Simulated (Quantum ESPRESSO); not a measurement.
# MgS (F-43m): zone-centre phonons

Aim: the zone-centre modes of MgS (F-43m).

Method: DFT LDA, scalar-relativistic, plane waves, GBRV ultrasoft pseudopotentials, in Quantum ESPRESSO 7.5.

This is a report of a sequence of runs, with most program output left out.

## 1. Set-up

The structure is cubic, space group F-43m (No. 216). The conventional cell has a = 5.666 Å, b = 5.666 Å, c = 5.666 Å, α = 90.00°, β = 90.00°, γ = 90.00°. Mg has 4 S at 2.45 Å nearest. Nearest to S lie 4 Mg at 2.45 Å. Farther neighbours and most contacts between anions are not listed.

## 2. A probe with smearing

Before anything dear is run, a loose run with smearing shows whether this is a metal and how far the cell is from rest.

File probe.in:

```
&control
   calculation = 'scf'
   prefix = 'x'
   outdir = './tmp'
   pseudo_dir = './pseudo'
   tprnfor = .true.
   tstress = .true.
   verbosity = 'high'
/
&system
   ibrav = 0
   nat = 2
   ntyp = 2
   ecutwfc = 55.0
   ecutrho = 440.0
   occupations = 'smearing'
   smearing = 'gaussian'
   degauss = 0.01
/
&electrons
   conv_thr = 1.0d-07
   mixing_beta = 0.7
   electron_maxstep = 100
/
ATOMIC_SPECIES
 Mg     24.3050  Mg.upf
 S      32.0600  S.upf
CELL_PARAMETERS angstrom
    -2.833120050    0.000000000    2.833120050
     0.000000000    2.833120050    2.833120050
    -2.833120050    2.833120050    0.000000000
ATOMIC_POSITIONS crystal
 Mg     0.000000000   0.000000000   0.000000000
 S      0.750000000   0.750000000   0.750000000
K_POINTS automatic
 6 6 6 0 0 0
```

Started as:

```sh
OMP_NUM_THREADS=1 mpirun -n 4 pw.x -nk 4 -in probe.in > probe.out
```

Elapsed: 4 s, on 4 MPI ranks of AMD EPYC 9R14 (Zen 4), shared host.

This step gave:

* volume per atom: 22.74 Å³
* pressure: -2.18 GPa
* gap on the k-mesh: 3.170 eV

A gap of 3.2 eV opens on this mesh, so the crystal is taken as an insulator; the start stands at -2.2 GPa.

## 3. Relaxation

The relaxation runs at a cutoff a fifth above that of the response, since stress converges more slowly with the basis than frequencies do. Forces and stress are brought to rest with tight thresholds.

File relax.in:

```
&control
   calculation = 'vc-relax'
   prefix = 'x'
   outdir = './tmp'
   pseudo_dir = './pseudo'
   tprnfor = .true.
   tstress = .true.
   forc_conv_thr = 2.0d-05
   etot_conv_thr = 1.0d-07
   nstep = 40
/
&system
   ibrav = 0
   nat = 2
   ntyp = 2
   ecutwfc = 66
   ecutrho = 528.0
   occupations = 'fixed'
   nbnd = 10
/
&electrons
   conv_thr = 1.0d-11
   mixing_beta = 0.7
   electron_maxstep = 100
/
&ions
/
&cell
   press_conv_thr = 0.2
/
ATOMIC_SPECIES
 Mg     24.3050  Mg.upf
 S      32.0600  S.upf
CELL_PARAMETERS angstrom
    -2.833120050    0.000000000    2.833120050
     0.000000000    2.833120050    2.833120050
    -2.833120050    2.833120050    0.000000000
ATOMIC_POSITIONS crystal
 Mg     0.000000000   0.000000000   0.000000000
 S      0.750000000   0.750000000   0.750000000
K_POINTS automatic
 6 6 6 0 0 0
```

Started as:

```sh
OMP_NUM_THREADS=1 mpirun -n 4 pw.x -nk 4 -in relax.in > relax.out
```

Run time: 32 s. Hardware: 4 MPI ranks.

Step by step:

```
step  energy less that of the first step (eV)  largest force (eV/Å)  pressure (GPa)  volume (Å³)
   1                                   0.0000                0.0000           -2.22        45.48
   2                                  -0.0061                0.0000           -1.61        44.97
   3                                  -0.0115                0.0000           -0.64        44.21
   4                                  -0.0124                0.0000            0.03        43.72
   5                                  -0.0124                0.0000            0.00        43.74
   6                                  -0.0124                0.0000            0.00        43.74
   7                                  -0.0120                0.0000            0.01        43.74
```

```
conventional cell, symmetrised  before  after  change
                         a (Å)   5.666  5.593  -1.3 %
                         b (Å)   5.666  5.593  -1.3 %
                         c (Å)   5.666  5.593  -1.3 %
              volume (Å³/atom)   22.74  21.87  -3.8 %
```

Final coordinates:

```
Mg S
1.0
    -2.79650    0.00000    2.79650
     0.00000    2.79650    2.79650
    -2.79650    2.79650    0.00000
Mg S
1 1
Direct
  0.00000 0.00000 0.00000
  0.75000 0.75000 0.75000
```

The last row of the table of steps is pw.x's closing run on a basis chosen anew for the final cell, so its energy can jump.

Numbers from this step:

| Quantity | Value |
| --- | --- |
| volume per atom | 21.87 Å³ |
| pressure | 0.005 GPa |
| gap on the k-mesh | 3.366 eV |

The volume changes by -3.8 % from the cell with which this run began.

## 4. Self-consistent run for the response

The response is built on this ground state, so it is converged far tighter than an energy would need. With a gap, occupations are fixed, which also allows the response to an electric field.

File scf.in:

```
&control
   calculation = 'scf'
   prefix = 'x'
   outdir = './tmp'
   pseudo_dir = './pseudo'
   tprnfor = .true.
   tstress = .true.
/
&system
   ibrav = 0
   nat = 2
   ntyp = 2
   ecutwfc = 55.0
   ecutrho = 440.0
   occupations = 'fixed'
   nbnd = 10
/
&electrons
   conv_thr = 1.0d-12
   mixing_beta = 0.7
   electron_maxstep = 100
/
ATOMIC_SPECIES
 Mg     24.3050  Mg.upf
 S      32.0600  S.upf
CELL_PARAMETERS angstrom
    -2.796498630    0.000000000    2.796498630
     0.000000000    2.796498630    2.796498630
    -2.796498630    2.796498630    0.000000000
ATOMIC_POSITIONS crystal
 Mg     0.000000000   0.000000000   0.000000000
 S      0.750000000   0.750000000   0.750000000
K_POINTS automatic
 8 8 8 0 0 0
```

Started as:

```sh
OMP_NUM_THREADS=1 mpirun -n 4 pw.x -nk 4 -in scf.in > scf.out
```

Wall time 6.4 s (4 MPI ranks).

Numbers from this step:

```yaml
pressure: 0.021 GPa
```

The cell stands at 0.021 GPa, close enough for phonons.

## 5. Zone-centre response

At q = 0 one unit cell holds all displacements; symmetry groups them into irreducible representations that are solved one by one. The response to a field gives ε∞ and the Born charges, which polar modes need.

File ph.in:

```
phonons
&inputph
   prefix = 'x'
   outdir = './tmp'
   fildyn = 'g.dyn'
   tr2_ph = 1.0d-18
   epsil = .true.
/
0.000000000000 0.000000000000 0.000000000000
```

Started as:

```sh
OMP_NUM_THREADS=1 mpirun -n 4 ph.x -nk 4 -in ph.in > ph.out
```

Elapsed: 52 s, on 4 MPI ranks; 3.4 min of CPU time.

Numbers from this step:

* miss of the charge sum rule: 7.80e-4 e
* largest acoustic frequency at the zone centre before the sum rule: -11.67 cm⁻¹
* highest optical zone-centre mode (no LO-TO term): 343.6 cm⁻¹
* lowest optical zone-centre mode: 343.6 cm⁻¹
* mean high-frequency dielectric constant: 4.212
* largest Born charge in size (third of the trace): 1.874 e

Born charge (rows field, columns displacement), before the sum rule (e), principal values of the symmetric part by kind of site:

| atom | atoms with these values | low | middle | high | mean |
| --- | --- | --- | --- | --- | --- |
| Mg1 | 1 | 1.87 | 1.87 | 1.87 | 1.87 |
| S2 | 1 | -1.87 | -1.87 | -1.87 | -1.87 |

In full for S2:

```
-1.87  0.00  0.00
 0.00 -1.87  0.00
 0.00  0.00 -1.87
```

High-frequency dielectric tensor:

```
4.21 0.00 0.00
0.00 4.21 0.00
0.00 0.00 4.21
```

The acoustic modes at Γ come out as far as 11.7 cm⁻¹ from zero, where they should vanish, a sizeable error of basis and grid; the Born charges miss their sum rule by 7.8e-4 e, which is good.

## 6. Modes with the sum rule

A rigid shift of the crystal must cost nothing, but grids and finite bases break this; the acoustic sum rule is imposed before the matrix is diagonalised again. With Born charges the intensities follow, and the static dielectric tensor.

File dynmat.in:

```
&input
   fildyn = 'g.dyn'
   asr = 'simple'
   fileig = 'dynmat.eig'
   lperm = .true.
/
```

Started as:

```sh
dynmat.x -in dynmat.in > dynmat.out
```

Wall time 0.63 s (1 thread).

Numbers from this step:

```yaml
highest_optical_zone_centre_mode_no_lo_to_term: 343.9 cm⁻¹
lowest_optical_zone_centre_mode: 343.9 cm⁻¹
mean_static_dielectric_constant: 6.627
```

Unit eigenvectors of the mass-weighted matrix after the sum rule; no LO-TO term. The modes at Γ (shares of kinetic energy by element, %):

```
mode  frequency (cm⁻¹)  symmetry  Mg %  S %
   1               0.0  acoustic    43   57
   2               0.0  acoustic    43   57
   3               0.0  acoustic    43   57
   4             343.9        T2    57   43
   5             343.9        T2    57   43
   6             343.9        T2    57   43
```

Displacements in mode 4 (343.9 cm⁻¹), the largest set to 1:
```
Mg1  0.00  1.00  0.00
S2   0.00 -0.76  0.00
```

Degenerate modes summed, no LO-TO term. Lines of the infrared spectrum (strongest = 100):

```
position (cm⁻¹)  lines merged  label  IR intensity, relative
            344             3     T2                     100
```

Static dielectric tensor (ions relaxed, fixed cell):

```
6.63 0.00 0.00
0.00 6.63 0.00
0.00 0.00 6.63
```

The rule moves no optical mode by more than 0.3 cm⁻¹.

## 7. The LO-TO splitting (1 0 0)

A longitudinal polar mode sets up a macroscopic field that stiffens it; the term hangs on the direction from which q goes to zero.

File dynmat.in:

```
&input
   fildyn = 'g.dyn'
   asr = 'simple'
   fileig = 'dynmat.eig'
   q(1) = 1.0
   q(2) = 0.0
   q(3) = 0.0
/
```

Started as:

```sh
dynmat.x -in dynmat.in > dynmat.out
```

Elapsed: 0.62 s, on 1 thread.

This step gave:

```yaml
highest_mode_moved_by_the_lo_to_term: 431.4 cm⁻¹
```

Zone-centre frequencies as printed; negative means imaginary. Modes:

```
mode  frequency (cm⁻¹)
   1                 0
   2                 0
   3                 0
   4             343.9
   5             343.9
   6             431.4
```

The field moves one mode, from 344 to 431 cm⁻¹; the others stay.

## 8. What came out

```
space group after relaxation                                           : F-43m
volume per atom                                                        : 21.9 Å³
gap on the k-mesh                                                      : 3.37 eV
highest optical zone-centre mode (no LO-TO term)                       : 343.9 cm⁻¹
highest mode moved by the LO-TO term                                   : 431.4 cm⁻¹
mean high-frequency dielectric constant                                : 4.21
largest Born charge in size (third of the trace)                       : 1.87 e
mean static dielectric constant                                        : 6.63
imaginary optical modes at the zone centre (no q mesh in this session) : none
```

At the LDA level the optical modes of MgS (F-43m) at the zone centre (no LO-TO term) lie at 344 cm⁻¹. Along the directions run, the highest mode that the macroscopic field moves lies at 431 cm⁻¹. Lattice motion raises the mean dielectric constant from 4.212 to 6.627. The Born charge of Mg is 1.873 e against a formal charge of +2, close to the ionic value. The Lyddane-Sachs-Teller relation holds: (ωLO/ωTO)² is 1.57 and ε₀/ε∞ is 1.57. These are harmonic frequencies at zero temperature: anharmonic shifts and linewidths and thermal expansion are left out. The structure comes from a database and need not be the phase that is stable at ambient conditions.

[Host names and launcher messages were left out of these logs when they were recorded.]

[Logs are printed without paths, hosts, clocks, repeated set-up lines and the standing remarks that a program may print on its own settings, such as how far it seeks lower states.]

[Hosts, paths, dates, database ids (printed as entryN), source tags and the programs' standing remarks are cut or masked in the printed files.]
